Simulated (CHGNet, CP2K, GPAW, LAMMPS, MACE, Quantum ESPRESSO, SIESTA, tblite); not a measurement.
**Glassy 67P2O5-33MgO (mol %) (80 atoms) in GPAW**

How do the settings of GPAW change the result for glassy 67P2O5-33MgO (mol %) (80 atoms)? A plane-wave run serves as the yardstick.

Program: GPAW 26.7.0. Level of theory: the method is named at each step. Results are calculated unless marked as measured.

**1. The structure**

The cell holds 80 atoms: 20 P, 5 Mg and 55 O. Its edges and angles: a = 9.726 Å, b = 9.726 Å, c = 9.726 Å, α = 90.0°, β = 90.0°, γ = 90.0°. 80 atoms (20 P, 5 Mg, 55 O) placed at random at 2.93 g/cm³, melted at 4000 K for 10 ps at fixed volume with the Morse and Coulomb pair potential with partial charges (Pedone, Malavasi, Menziani, Cormack and Segre, J. Phys. Chem. B 110, 11780 (2006)). Quenched from 4000 K to 300 K at 25 K/ps and fixed volume, held 5 ps.

The yardstick, on the same geometry:

```
method                                           : Kohn-Sham DFT, PBE, SSSP efficiency 1.3.0 pseudopotentials, plane waves (Quantum ESPRESSO 7.5); sssp-pbe-1.3.0-efficiency, cutoffs 60/480 Ry, Γ point
r.m.s. force component                           : 1.606 eV/Å
longest force                                    : 6.354 eV/Å
pressure                                         : 4.002 GPa
gap (highest filled to lowest empty level) : 1.699 eV
time                                             : 2.2 min on 4 MPI ranks of Arm Neoverse V1, shared host
CPU time                                         : 8.9 min
```

**2. PBE, LCAO dzp, h 0.18 Å**

Method: Kohn-Sham DFT, PBE, PAW, atomic orbitals (dzp).

Contents of run.py:

```python
import numpy as np
from ase.io import read
from gpaw import GPAW, FermiDirac

atoms = read("structure.xyz")
atoms.calc = GPAW(
    mode="lcao",
    basis="dzp",
    h=0.18,
    xc="PBE",
    kpts={"size": (1, 1, 1), "gamma": True},
    occupations=FermiDirac(0.05),
    maxiter=200,
    symmetry={"point_group": False},
    txt="gpaw.txt",
)
energy = atoms.get_potential_energy(force_consistent=True)
forces = atoms.get_forces()
print(f"energy {energy:.6f} eV")
print("forces (eV/A)")
for i, (a, f) in enumerate(zip(atoms, forces)):
    print(f"{i:4d} {a.symbol:2s} {f[0]:10.5f} {f[1]:10.5f} {f[2]:10.5f}")
print(f"Fermi level {atoms.calc.get_fermi_level():.4f} eV")
for k in range(len(atoms.calc.get_ibz_k_points())):
    for s in range(atoms.calc.get_number_of_spins()):
        e = atoms.calc.get_eigenvalues(kpt=k, spin=s)
        n = np.searchsorted(e, atoms.calc.get_fermi_level())
        print(f"k {k} spin {s} levels about the Fermi level:", np.round(e[max(n - 6, 0):n], 4).tolist(), "|", np.round(e[n:n + 6], 4).tolist())
```

Contents of structure.xyz:

```xyz
80
Lattice="9.72560 0.00000 0.00000 0.00000 9.72560 0.00000 0.00000 0.00000 9.72560" Properties=species:S:1:pos:R:3 pbc="T T T"
P 6.04971 0.85926 9.50288
P 5.45538 7.98987 2.75196
P 2.33337 7.41499 2.21530
P 9.62689 1.25013 2.97341
P 0.22544 3.88314 4.70116
P 8.99618 3.87332 9.35690
P 1.62204 9.24020 4.95899
P 2.64741 1.63594 1.73057
P 7.04610 6.00352 0.71444
P 6.55739 1.17310 2.80564
P 8.48374 8.75819 9.33006
P 1.77142 1.12506 7.61369
P 0.17059 7.30645 7.00525
P 4.70174 6.24403 8.40058
P 7.62672 3.16899 6.64959
P 5.98027 4.22519 3.02933
P 3.29056 8.93345 9.47526
P 6.44807 0.43950 5.90655
P 3.30495 4.47893 4.41639
P 9.16550 6.40567 2.97350
Mg 2.50045 4.72353 0.51711
Mg 4.21313 7.43425 5.60477
Mg 2.04568 4.28189 7.54921
Mg 4.65603 3.15041 7.34789
Mg 7.04153 6.77291 5.54729
O 3.89928 7.52042 8.83036
O 3.08331 8.96107 5.33225
O 2.48684 9.56065 8.30051
O 8.03811 5.05614 9.59606
O 2.36254 8.06573 0.74323
O 6.20804 1.38989 1.18886
O 3.83626 3.69563 5.62597
O 6.31211 2.71801 3.12610
O 8.14305 1.08226 2.72540
O 1.56310 0.81617 6.12723
O 1.23398 6.41141 7.49445
O 3.19496 5.96140 4.80707
O 0.50320 0.26308 4.04770
O 5.60292 7.64238 4.22480
O 5.25455 6.65766 6.98668
O 0.38757 1.14665 8.25772
O 5.88078 6.05107 9.36624
O 4.90073 9.54062 9.46136
O 0.68857 4.34637 9.21822
O 8.23369 6.02073 1.87821
O 1.90486 8.37053 3.44646
O 5.79665 2.05667 8.70869
O 0.79769 8.22883 5.92308
O 9.63340 2.62581 3.79862
O 2.61765 2.28085 7.94115
O 4.47261 4.35298 3.37303
O 0.75004 6.75881 2.25498
O 3.54274 1.49434 2.94170
O 9.60413 5.22751 3.93002
O 9.28522 9.24156 0.77387
O 5.17878 0.58966 6.64472
[... 20 atom lines left out ...]
O 6.06206 9.37246 2.49549
O 9.32841 8.19946 8.16581
O 6.43096 0.73127 4.39257
O 2.88802 6.00196 1.95553
```

Command:

```sh
OMP_NUM_THREADS=1 python run.py > output.txt
```

Output:

```text
energy -490.583053 eV
forces (eV/A)
   0 P    -1.12067   -0.99207   -0.83180
   1 P    -1.20249   -1.73349    1.20183
   2 P     0.28964   -0.05628    2.61056
   3 P     4.11675    1.87212    1.99263
   4 P     3.04784    0.83309    0.44809
   5 P    -0.63596   -3.90437    2.32020
   6 P     2.86597   -1.12033    1.47131
   7 P     5.61124    0.93692    3.08328
   8 P     2.46707    2.28229    3.67250
   9 P    -2.75527   -1.80479    0.50305
  10 P     2.27234   -1.64948    4.92836
  11 P    -6.18257   -1.76904    1.96726
  12 P    -2.03904   -2.92524   -1.58536
  13 P     2.32303    4.06038   -2.16859
  14 P     1.04888    0.66974    0.39001
  15 P     0.21521    3.44345    3.17098
  16 P     0.64209    3.14925    2.52426
  17 P    -1.39086   -0.32518    1.63070
  18 P    -1.91548    0.86929    2.63359
  19 P     0.44201    2.71603    1.84385
  20 Mg   -0.63392   -0.43607    1.71175
  21 Mg   -1.69893    0.59574   -1.28006
  22 Mg   -2.01073    0.46695   -1.56889
  23 Mg    0.41507   -1.74169   -0.52095
[...]
72 O     0.88230    0.06754    2.47542
  73 O    -1.03916    1.71790   -2.58913
  74 O     0.59386   -2.84861   -3.06555
  75 O     0.40358   -0.61965   -1.04522
  76 O     1.12101    0.83795   -1.60020
  77 O     0.33355    1.76232   -0.50242
  78 O    -0.24012    1.06579   -2.90277
  79 O     0.83176   -1.63476   -0.65661
Fermi level 4.9823 eV
k 0 spin 0 levels about the Fermi level: [3.6907, 3.7617, 3.8005, 3.9748, 4.2159, 4.2667] | [5.6824, 6.7696, 6.9218, 7.4159, 7.7638, 8.276]
```

gpaw.txt:

```text
Input parameters:
  mode=LCAO(),
  basis={'default': 'dzp'},
  h=0.18,
  kpts=MonkhorstPack(size=(1, 1, 1), gamma=True),
  maxiter=200,
  occupations=Occupations(name='fermi-dirac', width=0.05, fixmagmom=False),
  symmetry=Symmetry(point_group=False),
  xc=XC(name='PBE')
Unit cell  # Å
| periodic |        x |        y |        z |  lengths |    angles |
|----------|----------|----------|----------|----------|-----------|
|      yes | 9.725600 | 0.000000 | 0.000000 | 9.725600 | 90.000000 |
|      yes | 0.000000 | 9.725600 | 0.000000 | 9.725600 | 90.000000 |
|      yes | 0.000000 | 0.000000 | 9.725600 | 9.725600 | 90.000000 |
Number of symmetries: 1
Symmetry operations  # r_c * U_cc + t_c -> r_c
|   | kind |            matrix            |
|---|------|------------------------------|
| 0 |  E   |  1, 0, 0,  0, 1, 0,  0, 0, 1 |
BZ-sampling:
  Number of BZ points: 1
  Number of IBZ points: 1
  Monkhorst-Pack size: [1, 1, 1]
  Monkhorst-Pack shift: [0, 0, 0]
[... lines left out ...]
eigensolver:
density mixing:
  MSR1-Mixer
occupation numbers:
  Fermi-Dirac:
    width: 0.0500  # eV
FastPoissonSolver using
    Stencil: 6*3+1=19 point O(h^6) finite-difference Laplacian
xc functional:
  name: PBE with 2 nearest neighbor stencil
interpolation: tri-quintic # 5. degree polynomial
Initialization done in: 9.282 s
convergence criteria:
- Maximum [total energy] change in last 3 cyles: 0.0005 eV / valence electron
- Maximum integral of absolute [dens]ity change: 0.0001 electrons / valence electron
- Maximum integral of absolute [eigenst]ate change: 4e-08 eV^2 / valence electron
maximum number of iterations: 200
SCF iterations
|iter     |      energy | eigst |  dens |
|---------|-------------|-------|-------|
|iter:   1| -552.826361 |      c|       |
|iter:   2| -537.944639 |      c| -0.84 |
|iter:   3| -490.512683 |      c| -0.89 |
|iter:   4| -490.551055 |      c| -1.54 |
|iter:   5| -490.631312c|      c| -1.86 |
|iter:   6| -490.583975c|      c| -2.25 |
|iter:   7| -490.583513c|      c| -2.91 |
|iter:   8| -490.583060c|      c| -3.32 |
|iter:   9| -490.583054c|      c| -3.99 |
|iter:  10| -490.583052c|      c| -4.39c|
Converged in 10 steps
SCF loop duration: 92.053 s (9.205 s/step)
Energy contributions relative to reference atoms: (reference = -325553.374180)
Energy contributions:
  Kinetic:         507.866992
  Coulomb:        -351.994020
  Zero:              3.983137
  External:          0.000000
  Xc:             -650.439160
  Entropy:          -0.000003
  Spinorbit:         0.000000
  ----------------------------
  Free energy:    -490.583053
  Extrapolated:   -490.583052
dipole moment: (44.147098, -0.965676, 82.276995)  # |e|*Ang
Fermi level: 4.982
Eigenvalues  # (at kpt = [0.000, 0.000, 0.000])
| band index |      eig [eV] | occ [0-2] |
|------------|---------------|-----------|
|          0 |       -71.450 |     2.000 |
|        ... |               |           |
|        232 |         3.527 |     2.000 |
|        233 |         3.540 |     2.000 |
[...]
|        247 |         8.575 |     0.000 |
|        ... |               |           |
|        291 |        13.045 |     0.000 |
Gap: 1.416 eV
Transition (v -> c):
  (s=0, k=0, n=239, [0.00, 0.00, 0.00]) -> (s=0, k=0, n=240, [0.00, 0.00, 0.00])
No difference between direct/indirect transitions
Force computation time: 22.946  # s
timing:  # [seconds]
  Total:  124.315  # ━━━━━━━━━━━━━━━━━━━━━━━━━━━━━━━━━━━━━━━━━━━━━━━━━━━━━━━━
  Init:     9.282  # ━━━━
  SCF:     92.053  # ━━━━━━━━━━━━━━━━━━━━━━━━━━━━━━━━━━━━━━━━━╸
  Forces:  22.946  # ━━━━━━━━━━╸
```

Run time: 2.1 min. Hardware: 1 thread of Arm Neoverse V1, shared host; peak memory 1.3 GiB.

Banners, paths, timers and routine set-up lines are dropped from the logs unmarked, and long logs keep their key lines alone; longer cuts are marked.

Against the reference:

| Property | Result |
| --- | --- |
| r.m.s. force component | 1.862 eV/Å |
| r.m.s. difference of force components | 474.6 meV/Å |
| longest difference of force vectors | 1592 meV/Å |
| force difference over r.m.s. force | 29.55 % |
| slope of forces against the reference's | 1.128 |
| correlation of force components | 0.9733 |
| gap (highest filled to lowest empty level) | 1.416 eV |
| gap difference | -0.283 eV |

This run lies far from the reference in forces at the same functional. Basis and potentials both differ; the latter hold 480 valence electrons against the reference's 440.

Length of the force difference by element (eV/Å):

```
element  atoms  mean  most
     Mg      5  0.15  0.18
      O     55  0.87   1.6
      P     20  0.37  0.63
```

Levels nearest the highest filled one (eV from it): -0.58, -0.51, -0.47, -0.29, -0.05, 0.00, 1.42, 2.50, 2.66, 3.15, 3.50, 4.01.

Local excerpt of 12 atoms (numbers count through the whole input) about P12, which bears the longest force; x, y, z are measured from there.

```
atom      x      y      z  distance (Å)  bonds     Fx     Fy  Fz (eV/Å)
 P12   0.00   0.00   0.00          0.00      4  -6.18  -1.77       1.97
 O50   0.85   1.16   0.33          1.47      3   4.23   4.96       0.16
 O41  -1.38   0.02   0.64          1.53      1   0.72   0.25      -0.31
 O35  -0.21  -0.31  -1.49          1.53      2  -0.31   0.21      -3.58
 O28   0.72  -1.29   0.69          1.63      2   1.34  -3.17      -0.97
 P17   1.52  -1.92   1.86          3.07      5   0.64   3.15       2.52
  P7  -0.15  -1.61  -2.65          3.11      5   2.87  -1.12       1.47
Mg23   0.27   3.16  -0.06          3.17      5  -2.01   0.47      -1.57
 O75   1.20  -0.62   2.92          3.21      2   0.59  -2.85      -3.07
 O27   1.31  -1.89  -2.28          3.24      2   0.88   0.25       0.36
 O73  -0.73   2.71  -1.66          3.26      2   0.88   0.07       2.48
 O48  -0.97  -2.62  -1.69          3.27      2  -0.69   1.13      -1.86
```

Atoms are counted from 1 here, from 0 in the log.

Forces lie 30 % from the reference's, at 0.23 times its CPU time (on 1 against 4 cores).

**3. PBE, LCAO sz(dzp), h 0.18 Å**

Method: Kohn-Sham DFT, PBE, PAW, atomic orbitals (sz(dzp)).

run.py, as its differences from that of step 2:

```diff
@@ -7,3 +7,3 @@
     mode="lcao",
-    basis="dzp",
+    basis="sz(dzp)",
     h=0.18,
```

structure.xyz is that of step 2.

Output:

```text
energy -275.804906 eV
forces (eV/A)
   0 P    -0.70898   -2.68350   -0.99535
   1 P    -0.28137   -1.20841    0.67111
   2 P    -0.61130    1.62337    3.95916
   3 P     2.75369    0.82834   -0.71253
   4 P     2.27038    1.21587   -1.67738
   5 P    -1.75484   -3.30895    0.57307
[...]
77 O     1.09590    1.88331   -1.23614
  78 O    -0.12337    1.39211   -4.03696
  79 O     2.82317   -7.07533   -2.05588
Fermi level 5.9122 eV
k 0 spin 0 levels about the Fermi level: [5.1166, 5.1607, 5.2585, 5.3874, 5.6174, 5.6312] | [6.1647, 7.5196, 7.7206, 8.2433, 8.706, 9.0308]
```

gpaw.txt:

```text
Input parameters:
  mode=LCAO(),
  basis={'default': 'sz(dzp)'},
  h=0.18,
  kpts=MonkhorstPack(size=(1, 1, 1), gamma=True),
  maxiter=200,
  occupations=Occupations(name='fermi-dirac', width=0.05, fixmagmom=False),
[... lines left out ...]
  Fermi-Dirac:
[... lines left out ...]
convergence criteria:
- Maximum [total energy] change in last 3 cyles: 0.0005 eV / valence electron
[... lines left out ...]
Converged in 12 steps
[... lines left out ...]
  Free energy:    -275.804906
[... lines left out ...]
Fermi level: 5.912
[... lines left out ...]
|        ... |               |           |
|        291 |        15.080 |     0.000 |
Gap: 0.534 eV
Transition (v -> c):
  (s=0, k=0, n=239, [0.00, 0.00, 0.00]) -> (s=0, k=0, n=240, [0.00, 0.00, 0.00])
No difference between direct/indirect transitions
Force computation time: 5.566  # s
timing:  # [seconds]
  Total:  50.280  # ━━━━━━━━━━━━━━━━━━━━━━━━━━━━━━━━━━━━━━━━━━━━━━━━━━━━━━━━━
  Init:    7.119  # ━━━━━━━━
  SCF:    37.563  # ━━━━━━━━━━━━━━━━━━━━━━━━━━━━━━━━━━━━━━━━━━╸
  Forces:  5.566  # ━━━━━━╸
```

Wall time 52 s (1 thread); peak memory 1 GiB.

Against the reference:

```yaml
r_m_s_force_component: 3.465 eV/Å
r_m_s_difference_of_force_components: 2794 meV/Å
longest_difference_of_force_vectors: 9254 meV/Å
force_difference_over_r_m_s_force: 174 %
slope_of_forces_against_the_reference_s: 1.313
correlation_of_force_components: 0.6088
spacing_of_highest_filled_and_lowest_empty_level: 0.5335 eV
gap_difference: -1.165 eV
```

This is a coarse setting, run to see what it loses.

Against the first run (30 %), the force difference from the reference is 174 %, at 0.41 times the CPU time, with 340 basis functions against 1070: the smaller basis costs accuracy.

**4. PBE, LCAO szp(dzp), h 0.18 Å**

Method: Kohn-Sham DFT, PBE, PAW, atomic orbitals (szp(dzp)).

run.py, as its differences from that of step 3:

```diff
@@ -7,3 +7,3 @@
     mode="lcao",
-    basis="sz(dzp)",
+    basis="szp(dzp)",
     h=0.18,
```

structure.xyz is that of step 3.

Output:

```text
energy -443.322006 eV
forces (eV/A)
   0 P    -1.71586   -0.41106   -1.43758
   1 P    -1.60504   -2.21096    1.39503
   2 P     0.65265   -0.63662    3.02669
   3 P     4.08856    1.80572    1.59572
   4 P     4.17166    1.02691    1.07453
   5 P     0.18056   -4.84964    3.84272
   6 P     3.99474   -1.38803    1.52609
   7 P     7.52600    1.40860    3.54666
   8 P     2.73869    2.64873    3.66850
   9 P    -3.74266   -2.07603    0.92028
  10 P     3.05823   -1.68291    6.30521
  11 P    -7.48393   -0.86304    2.39649
[...]
75 O     0.51493   -0.59752   -1.03555
  76 O     1.22583    0.81683   -1.64894
  77 O     0.37810    1.96222   -0.70562
  78 O    -0.16564    1.25559   -3.25248
  79 O     0.84074   -1.69064   -0.63202
Fermi level 5.1976 eV
k 0 spin 0 levels about the Fermi level: [4.038, 4.0969, 4.2804, 4.4958, 4.7304, 4.7935] | [5.589, 6.8175, 6.9893, 7.619, 7.9338, 8.4475]
```

gpaw.txt:

```text
Input parameters:
  mode=LCAO(),
  basis={'default': 'szp(dzp)'},
  h=0.18,
  kpts=MonkhorstPack(size=(1, 1, 1), gamma=True),
  maxiter=200,
  occupations=Occupations(name='fermi-dirac', width=0.05, fixmagmom=False),
  symmetry=Symmetry(point_group=False),
  xc=XC(name='PBE')
[... lines left out ...]
  Fermi-Dirac:
[... lines left out ...]
convergence criteria:
- Maximum [total energy] change in last 3 cyles: 0.0005 eV / valence electron
[... lines left out ...]
Converged in 10 steps
[... lines left out ...]
  Free energy:    -443.322006
[... lines left out ...]
Fermi level: 5.198
[... lines left out ...]
|          0 |       -72.031 |     2.000 |
|        ... |               |           |
|        232 |         3.890 |     2.000 |
|        233 |         4.003 |     2.000 |
[...]
|        247 |         8.757 |     0.000 |
|        ... |               |           |
|        291 |        13.446 |     0.000 |
Gap: 0.795 eV
Transition (v -> c):
  (s=0, k=0, n=239, [0.00, 0.00, 0.00]) -> (s=0, k=0, n=240, [0.00, 0.00, 0.00])
No difference between direct/indirect transitions
Force computation time: 15.700  # s
timing:  # [seconds]
  Total:  93.410  # ━━━━━━━━━━━━━━━━━━━━━━━━━━━━━━━━━━━━━━━━━━━━━━━━━━━━━━━━━
  Init:    8.510  # ━━━━━
  SCF:    69.167  # ━━━━━━━━━━━━━━━━━━━━━━━━━━━━━━━━━━━━━━━━━━
  Forces: 15.700  # ━━━━━━━━━╸
```

The job ended after 95 s (1 thread; peak memory 1.2 GiB).

Numbers from this run, and their distance from the reference:

```yaml
r_m_s_force_component: 2.101 eV/Å
r_m_s_difference_of_force_components: 650.4 meV/Å
longest_difference_of_force_vectors: 2267 meV/Å
force_difference_over_r_m_s_force: 40.5 %
slope_of_forces_against_the_reference_s: 1.274
correlation_of_force_components: 0.9736
spacing_of_highest_filled_and_lowest_empty_level: 0.7955 eV
gap_difference: -0.9032 eV
```

This is a coarse setting, run to see what it loses.

Against the first run (30 %), the force difference from the reference is 40 %, at 0.75 times the CPU time, with 730 basis functions against 1070: the smaller basis costs accuracy.

(Continued in part 2 of 2.)

[Also dropped from logs without a mark: logging warnings of Python, and SIESTA's first energy breakdown and zero terms.]

[Logs are printed without paths, hosts, clocks, repeated set-up lines and the standing remarks that a program may print on its own settings, such as how far it seeks lower states.]

[Hosts, paths, dates, database ids (printed as entryN), source tags and the programs' standing remarks are cut or masked in the printed files.]
